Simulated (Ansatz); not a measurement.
# Work function of Rh(100): what the settings cost and change, part 2 of 2

How far do cutoff, k-mesh and smearing move the work function of Rh(100)?

Ansatz 0.2.0; plane-wave DFT, PBE, Ansatz PAW.

So far. Step 5 (Run): The work function is 5.055 eV, +0.000 eV from the run “cutoff 420 eV”, at 1.5 times its CPU time. Step 6 (Slab): The work function is 4.830 eV, -0.225 eV from the run “cutoff 420 eV”, at 0.082 times its CPU time.

## 7. Slab

The input, input.yaml:

```yaml
crystal:
  lattice:
    - [2.6870057685, 0.0, 0.0]
    - [0.0, 2.6870057685, 0.0]
    - [0.0, 0.0, 29.4]
  atoms:
    - { symbol: Rh, position: [0.0, 0.0, 0.306122449] }
    - { symbol: Rh, position: [0.5, 0.5, 0.3707482993] }
    - { symbol: Rh, position: [0.0, 0.0, 0.4353741497] }
    - { symbol: Rh, position: [0.5, 0.5, 0.5] }
    - { symbol: Rh, position: [0.0, 0.0, 0.5646258503] }
    - { symbol: Rh, position: [0.5, 0.5, 0.6292517007] }
    - { symbol: Rh, position: [0.0, 0.0, 0.693877551] }
kpoints:
  mp_grid: { grid: [5, 5, 1] }
hamiltonian:
  xc: pbe
scf:
  occupations: { method: fermi_dirac, width: 0.1 }
  convergence: { dr2_threshold: 1.0e-09 }
efield:
  axis: 3
  dipole_correction: true
  ramp_position: 0.97
  ramp_width: 0.06
output:
  write_potential: true
  write_density: true
  volumetric_format: npy
```

On the command line:

```bash
$ ansatz run input.yaml --threads 2 --pin off --max-ram 3072MiB --backend cpu --events-out ev --progress --plain --runs-dir out
```

Numbers of over 12 decimals in the logs are rounded to 6 here.

The log of the run:

```text
[...]
Crystal: 7 atoms, lattice volume = 212.268 Å³
Basis set: ecut = 420 eV, 4199 PW (Γ)
Bands: 72, of which v1, the nominal top of the filled ones, is band 60 counted from 1 (59 counted from 0)
Symmetry: 8 space group operations
k-points: 6 of 25
[...]
k-point 0: bands = [... 56 lower, 6.5981, 6.9213, 7.0966, 7.0966, 7.2754, 7.6158, 7.8012, 7.8012, ... 8 higher]
  k-point 1: bands = [... 56 lower, 6.4101, 6.5074, 6.5459, 6.6385, 7.1247, 7.1349, 7.2728, 7.5700, ... 8 higher]
  k-point 2: bands = [... 56 lower, 6.9385, 6.9530, 7.1861, 7.5132, 7.6660, 7.6719, 7.8321, 7.9008, ... 8 higher]
  k-point 5: bands = [... 56 lower, 7.6241, 7.6730, 7.6745, 7.7235, 7.8956, 8.1660, 8.2993, 9.4976, ... 8 higher]
[key lines of the parts left out:]
SCF converged after 10 iterations
Free energy (F): -44818.068607 eV
Fermi energy:    7.392931 eV
Dipole field:    D = -0.000000 V/Å  (p = -0.000000 e·Å, saw-weighted, corrected)
Work function:   Φ+ = 5.1215 eV   Φ− = 5.1215 eV
```

It took 16 s on 2 threads of Arm Neoverse N1, shared host; peak memory 0.46 GiB; 28 s of CPU time.

The work function is 5.122 eV, +0.067 eV from the run “cutoff 420 eV”, at 0.16 times its CPU time.

## 8. Run

Edit input.yaml of step 7 so:

```diff
@@ -14,3 +14,3 @@
 kpoints:
-  mp_grid: { grid: [5, 5, 1] }
+  mp_grid: { grid: [10, 10, 1] }
 hamiltonian:
```

The log of the run:

```text
[...]
Crystal: 7 atoms, lattice volume = 212.268 Å³
Basis set: ecut = 420 eV, 4199 PW (Γ)
Bands: 72, of which v1, the nominal top of the filled ones, is band 60 counted from 1 (59 counted from 0)
Symmetry: 8 space group operations
k-points: 21 of 100
[...]
k-point 0: bands = [... 56 lower, 6.6883, 7.0084, 7.1584, 7.1584, 7.3576, 7.6944, 7.8639, 7.8639, ... 8 higher]
  k-point 1: bands = [... 56 lower, 6.5970, 6.8048, 6.9286, 7.0629, 7.3542, 7.3554, 7.5475, 7.5778, ... 8 higher]
  k-point 2: bands = [... 56 lower, 6.4768, 6.5592, 6.6259, 6.7120, 7.1778, 7.1912, 7.3341, 7.6426, ... 8 higher]
  k-point 20: bands = [... 56 lower, 8.3705, 8.3722, 8.3846, 8.4131, 8.4132, 8.9449, 8.9449, 11.3637, ... 8 higher]
[key lines of the parts left out:]
SCF converged after 10 iterations
Free energy (F): -44818.216763 eV
Fermi energy:    7.392381 eV
Dipole field:    D = 0.000003 V/Å  (p = 0.000003 e·Å, saw-weighted, corrected)
Work function:   Φ+ = 5.0518 eV   Φ− = 5.0519 eV
```

Run time: 48 s. Hardware: 2 threads; peak memory 0.61 GiB.

The work function is 5.052 eV, -0.003 eV from the run “cutoff 420 eV”, at 0.54 times its CPU time.

## 9. Slab

Edit input.yaml of step 8 so:

```diff
@@ -14,3 +14,3 @@
 kpoints:
-  mp_grid: { grid: [10, 10, 1] }
+  mp_grid: { grid: [22, 22, 1] }
 hamiltonian:
```

The log of the run:

```text
[...]
Crystal: 7 atoms, lattice volume = 212.268 Å³
Basis set: ecut = 420 eV, 4199 PW (Γ)
Bands: 72, of which v1, the nominal top of the filled ones, is band 60 counted from 1 (59 counted from 0)
Symmetry: 8 space group operations
k-points: 78 of 484
[...]
k-point 0: bands = [... 56 lower, 6.6851, 7.0072, 7.1581, 7.1581, 7.3585, 7.7025, 7.8575, 7.8575, ... 8 higher]
  k-point 1: bands = [... 56 lower, 6.8159, 6.9071, 7.0147, 7.0367, 7.4718, 7.5695, 7.6472, 7.9167, ... 8 higher]
  k-point 2: bands = [... 56 lower, 6.6194, 6.8306, 6.9725, 7.0668, 7.3881, 7.4582, 7.4941, 7.5758, ... 8 higher]
  k-point 77: bands = [... 56 lower, 8.3811, 8.3828, 8.3994, 8.3996, 8.4086, 8.9388, 8.9388, 11.3630, ... 8 higher]
[key lines of the parts left out:]
SCF converged after 10 iterations
Free energy (F): -44818.188820 eV
Fermi energy:    7.391843 eV
Dipole field:    D = 0.000000 V/Å  (p = 0.000000 e·Å, saw-weighted, corrected)
Work function:   Φ+ = 5.0561 eV   Φ− = 5.0561 eV
```

The job ended after 3.2 min (2 threads; peak memory 1.3 GiB).

The work function is 5.056 eV, +0.001 eV from the run “cutoff 420 eV”, at 2.2 times its CPU time.

## 10. Run

Edit input.yaml of step 9 so:

```diff
@@ -14,3 +14,3 @@
 kpoints:
-  mp_grid: { grid: [22, 22, 1] }
+  mp_grid: { grid: [15, 15, 1] }
 hamiltonian:
@@ -18,3 +18,3 @@
 scf:
-  occupations: { method: fermi_dirac, width: 0.1 }
+  occupations: { method: gaussian, width: 0.05 }
   convergence: { dr2_threshold: 1.0e-09 }
```

The log of the run:

```text
[...]
Crystal: 7 atoms, lattice volume = 212.268 Å³
Basis set: ecut = 420 eV, 4199 PW (Γ)
Bands: 72, of which v1, the nominal top of the filled ones, is band 60 counted from 1 (59 counted from 0)
Symmetry: 8 space group operations
k-points: 36 of 225
[...]
k-point 0: bands = [... 56 lower, 6.6835, 7.0074, 7.1640, 7.1640, 7.3569, 7.6992, 7.8647, 7.8647, ... 8 higher]
  k-point 1: bands = [... 56 lower, 6.7384, 6.9211, 6.9706, 7.0593, 7.4793, 7.5111, 7.5358, 7.7430, ... 8 higher]
  k-point 2: bands = [... 56 lower, 6.5430, 6.6936, 6.7657, 6.9629, 7.0315, 7.3127, 7.5264, 7.7293, ... 8 higher]
  k-point 35: bands = [... 56 lower, 8.1950, 8.2920, 8.3069, 8.3193, 8.3274, 8.8294, 8.8520, 11.1087, ... 8 higher]
[key lines of the parts left out:]
SCF converged after 10 iterations
Free energy (F): -44818.025699 eV
Fermi energy:    7.391514 eV
Dipole field:    D = -0.000000 V/Å  (p = -0.000000 e·Å, saw-weighted, corrected)
Work function:   Φ+ = 5.0506 eV   Φ− = 5.0506 eV
```

The job ended after 85 s (2 threads; peak memory 0.79 GiB).

The work function is 5.051 eV, -0.004 eV from the run “cutoff 420 eV”, at 0.96 times its CPU time.

## 11. Slab

Edit input.yaml of step 10 so:

```diff
@@ -18,3 +18,3 @@
 scf:
-  occupations: { method: gaussian, width: 0.05 }
+  occupations: { method: methfessel_paxton, width: 0.2 }
   convergence: { dr2_threshold: 1.0e-09 }
```

The log of the run:

```text
[...]
Crystal: 7 atoms, lattice volume = 212.268 Å³
Basis set: ecut = 420 eV, 4199 PW (Γ)
Bands: 72, of which v1, the nominal top of the filled ones, is band 60 counted from 1 (59 counted from 0)
Symmetry: 8 space group operations
k-points: 36 of 225
[...]
k-point 0: bands = [... 56 lower, 6.6766, 6.9998, 7.1547, 7.1547, 7.3500, 7.6924, 7.8557, 7.8557, ... 8 higher]
  k-point 1: bands = [... 56 lower, 6.7313, 6.9132, 6.9619, 7.0516, 7.4719, 7.5045, 7.5278, 7.7353, ... 8 higher]
  k-point 2: bands = [... 56 lower, 6.5361, 6.6843, 6.7589, 6.9553, 7.0247, 7.3052, 7.5170, 7.7196, ... 8 higher]
  k-point 35: bands = [... 56 lower, 8.1890, 8.2874, 8.3016, 8.3127, 8.3194, 8.8179, 8.8405, 11.1016, ... 8 higher]
[key lines of the parts left out:]
SCF converged after 10 iterations
Free energy (F): -44818.014454 eV
Fermi energy:    7.391924 eV
Dipole field:    D = 0.000001 V/Å  (p = 0.000001 e·Å, saw-weighted, corrected)
Work function:   Φ+ = 5.0573 eV   Φ− = 5.0573 eV
```

Run time: 84 s. Hardware: 2 threads; peak memory 0.8 GiB; 2.8 min of CPU time.

The work function is 5.057 eV, +0.002 eV from the run “cutoff 420 eV”, at 0.95 times its CPU time.

## 12. Slab

Edit input.yaml of step 11 so:

```diff
@@ -18,3 +18,3 @@
 scf:
-  occupations: { method: methfessel_paxton, width: 0.2 }
+  occupations: { method: fermi_dirac, width: 0.3 }
   convergence: { dr2_threshold: 1.0e-09 }
```

The log of the run:

```text
band count auto-derived: 78 (N_el = 119.0; filled up to band 60; 72 by the electrons, moments and atoms)
[...]
Crystal: 7 atoms, lattice volume = 212.268 Å³
Basis set: ecut = 420 eV, 4199 PW (Γ)
Bands: 78, of which v1, the nominal top of the filled ones, is band 60 counted from 1 (59 counted from 0)
Symmetry: 8 space group operations
k-points: 36 of 225
[...]
k-point 0: bands = [... 56 lower, 6.7403, 7.0514, 7.1784, 7.1784, 7.4045, 7.7384, 7.8842, 7.8842, ... 14 higher]
  k-point 1: bands = [... 56 lower, 6.7558, 6.9538, 6.9761, 7.1012, 7.5136, 7.5306, 7.5648, 7.7810, ... 14 higher]
  k-point 2: bands = [... 56 lower, 6.5785, 6.6840, 6.8138, 7.0012, 7.0512, 7.3479, 7.5303, 7.7394, ... 14 higher]
  k-point 35: bands = [... 56 lower, 8.2656, 8.3844, 8.3853, 8.3873, 8.3918, 8.8128, 8.8364, 11.1368, ... 14 higher]
[key lines of the parts left out:]
SCF converged after 10 iterations
Free energy (F): -44819.612641 eV
Fermi energy:    7.423662 eV
Dipole field:    D = 0.000001 V/Å  (p = 0.000001 e·Å, saw-weighted, corrected)
Work function:   Φ+ = 5.0129 eV   Φ− = 5.0129 eV
```

Wall time 1.7 min (2 threads); peak memory 0.85 GiB; 3.4 min of CPU time.

The work function is 5.013 eV, -0.042 eV from the run “cutoff 420 eV”, at 1.2 times its CPU time.

## 13. Slab

Edit input.yaml of step 12 so:

```diff
@@ -18,3 +18,3 @@
 scf:
-  occupations: { method: fermi_dirac, width: 0.3 }
+  occupations: { method: cold, width: 0.1 }
   convergence: { dr2_threshold: 1.0e-09 }
```

The log of the run:

```text
[...]
Crystal: 7 atoms, lattice volume = 212.268 Å³
Basis set: ecut = 420 eV, 4199 PW (Γ)
Bands: 72, of which v1, the nominal top of the filled ones, is band 60 counted from 1 (59 counted from 0)
Symmetry: 8 space group operations
k-points: 36 of 225
[...]
k-point 0: bands = [... 56 lower, 6.6811, 7.0052, 7.1605, 7.1605, 7.3546, 7.6978, 7.8611, 7.8611, ... 8 higher]
  k-point 1: bands = [... 56 lower, 6.7358, 6.9181, 6.9670, 7.0568, 7.4773, 7.5086, 7.5332, 7.7401, ... 8 higher]
  k-point 2: bands = [... 56 lower, 6.5405, 6.6897, 6.7633, 6.9603, 7.0289, 7.3108, 7.5235, 7.7259, ... 8 higher]
  k-point 35: bands = [... 56 lower, 8.1931, 8.2906, 8.3057, 8.3177, 8.3241, 8.8253, 8.8479, 11.1061, ... 8 higher]
[key lines of the parts left out:]
SCF converged after 10 iterations
Free energy (F): -44818.017851 eV
Fermi energy:    7.392236 eV
Dipole field:    D = -0.000000 V/Å  (p = -0.000000 e·Å, saw-weighted, corrected)
Work function:   Φ+ = 5.0526 eV   Φ− = 5.0526 eV
```

Elapsed: 84 s, on 2 threads; peak memory 0.8 GiB.

The work function is 5.053 eV, -0.002 eV from the run “cutoff 420 eV”, at 0.94 times its CPU time.

## 14. Comparing the runs

Times are for 2 threads of Arm Neoverse N1, shared host. Results by setting:

```csv
no.,setting,"work function, upper face (eV)",time,memory (GiB)
1,cutoff 200 eV,5.731,38 s,0.44
2,cutoff 300 eV,5.062,53 s,0.58
3,cutoff 420 eV,5.055,90 s,0.79
4,cutoff 600 eV,5.055,2.2 min,1.2
5,mesh 3x3,4.830,8.5 s,0.42
6,mesh 5x5,5.122,16 s,0.46
7,mesh 10x10,5.052,48 s,0.61
8,mesh 22x22,5.056,3.2 min,1.3
9,Gaussian smearing 0.05 eV,5.051,85 s,0.79
10,methfessel_paxton smearing 0.2 eV,5.057,84 s,0.80
11,fermi_dirac smearing 0.3 eV,5.013,1.7 min,0.85
12,cold smearing 0.1 eV,5.053,84 s,0.80
```

## 15. The same run with other settings

An input spoilt on purpose, to show how the run answers: it repeats the earlier run “cutoff 200 eV” with efield.amplitude to 0 and efield.dipole_correction from true to false, and scf.max_iter set to 75; its output block differs too.

Edit input.yaml of step 13 so:

```diff
@@ -18,9 +18,13 @@
 scf:
-  occupations: { method: cold, width: 0.1 }
+  occupations: { method: fermi_dirac, width: 0.1 }
   convergence: { dr2_threshold: 1.0e-09 }
+  max_iter: 75
 efield:
   axis: 3
-  dipole_correction: true
+  dipole_correction: false
   ramp_position: 0.97
   ramp_width: 0.06
+  amplitude: 0
+basis:
+  ecutwfc: "200 eV"
 output:
```

The log of the run:

```text
Error: invalid value for `efield.amplitude`: is zero with dipole_correction: false — the section would apply nothing; set a non-zero amplitude, enable dipole_correction, or remove the block
```

The job ended after 0.04 s (2 threads; peak memory 0.03 GiB).

The program refused the input before any cycle.

The program's message: “Error: invalid value for `efield.amplitude`: is zero with dipole_correction: false — the section would apply nothing; set a non-zero amplitude, enable dipole_correction, or remove the block”

The fault put into the input: a field block that applies nothing.

## 16. Outcome

| Item | Value |
| --- | --- |
| work function, cutoff 200 eV | 5.731 eV |
| work function, cutoff 420 eV | 5.055 eV |
| work function, cutoff 600 eV | 5.055 eV |
| work function, mesh 3x3 | 4.830 eV |

In words: The run at the highest cutoff gives 5.06 eV, and the settings tried spread the value from 4.83 to 5.73 eV. Against 600 eV, a cutoff of 200 eV is off by +0.676 eV. Against 600 eV, a cutoff of 420 eV is off by -0.000 eV. Against the finest mesh, 22 points along a, the coarser ones are off by -0.23 (3), +0.07 (5) and -0.00 (10) eV. The smearing schemes and widths spread it over 0.04 eV. The program marks the value as in doubt in “cutoff 200 eV”. The ladder's slabs use the tabulated experimental lattice constant (two decimals; a low-temperature value for the alkali metals). In 1 run of the series (cutoff 200 eV) the program warns that electrons reach the sawtooth's ramp, which makes dipole and work function less sure.

Computed beside measured:

```
                                               quantity  measured    cutoff 600 eV
work function (clean (100) face, a compiled value) (eV)       5.3  5.06 (-0.24 eV)
```

Measured values from arxiv:1902.07811 (2019).

How well it matches: The work function is off by -0.24 eV: fair agreement. The grades are ours: good and fair within 3 and 7 % for the work function. No cell relaxation is part of this session.

[Logs are printed without paths, hosts, clocks, repeated set-up lines and the standing remarks that a program may print on its own settings, such as how far it seeks lower states.]

[Hosts, paths, dates, database ids (printed as entryN), source tags and the programs' standing remarks are cut or masked in the printed files.]

[Maps of the electrostatic potential energy from Ansatz leave out the sawtooth potential of an applied field or a dipole correction, so their vacuum need not be flat; planar profiles and work functions include it.]
